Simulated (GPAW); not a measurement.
### How the form of the self-energy moves the gap of CsCaF3 (Pm-3m)

The structure is cubic, space group Pm-3m (No. 221). Conventional cell: a = 4.521 Å, b = 4.521 Å, c = 4.521 Å, α = 90.00°, β = 90.00°, γ = 90.00°. Cs has 12 F at 3.20 Å nearest. Ca has 6 F at 2.26 Å nearest. Nearest to F lie 2 Ca at 2.26 Å and 4 Cs at 3.20 Å. Farther neighbours and most contacts between anions are not listed.

```
Cs Ca F
1.0
     4.52053    0.00000    0.00000
     0.00000    4.52053    0.00000
     0.00000    0.00000    4.52053
Cs Ca F
1 1 3
Cartesian
  0.0000 0.0000 0.0000
  2.2603 2.2603 2.2603
  0.0000 2.2603 2.2603
  2.2603 0.0000 2.2603
  2.2603 2.2603 0.0000
```

| Item | Value |
| --- | --- |
| method | DFT, LDA, plane waves, PAW (and 3 further levels or steps) |
| program | GPAW 26.7.0 |
| settings of one run | cutoff 600 eV, GPAW PAW setups 1.2.1 data release, 2×2×2 k-mesh, nbands 320 |
| cost | 6 runs, 3 min in all on 4 MPI ranks of Arm Neoverse V1, shared host (the runs of this entry) |
| notes | The cell and positions are those that the Materials Project relaxed with its own functionals (PBE, PBE+U or r2SCAN), kept fixed. Limits: no spin-orbit coupling. Bands and cutoff are finite, so the gap is not at the basis limit. The miss can reach some tenths of an eV and take either sign; the mesh is an error of its own. The 2×2×2 mesh is coarse for this cell, which bears on the long-range parts of exchange and screening. |
| G0W0, Godby-Needs plasmon pole | 10.205 eV |
| one-shot HSE06 | 9.543 eV |
| G0W0, extrapolated in the cutoff | 10.243 eV |
| one-shot PBE0 | 10.333 eV |
| G0W0, full frequency, Hilbert transform | 10.206 eV |
| known limits | not at the basis limit; no spin-orbit coupling; coarse k mesh |

One-shot HSE06: −0.662 eV against G0W0, Godby-Needs plasmon pole. G0W0, extrapolated in the cutoff: +0.038 eV against G0W0, Godby-Needs plasmon pole, at other bands or cutoff, so not like for like.

[Paths, hosts, dates, memory and timing lines, banners, echoed tables and standing remarks are left out of the program output.]

[Logs are printed without paths, hosts, clocks, repeated set-up lines and the standing remarks that a program may print on its own settings, such as how far it seeks lower states.]

[Runs of the session that timed out or met a known fault of the program may be left out.]

[Hosts, paths, dates, database ids (printed as entryN), source tags and the programs' standing remarks are cut or masked in the printed files.]
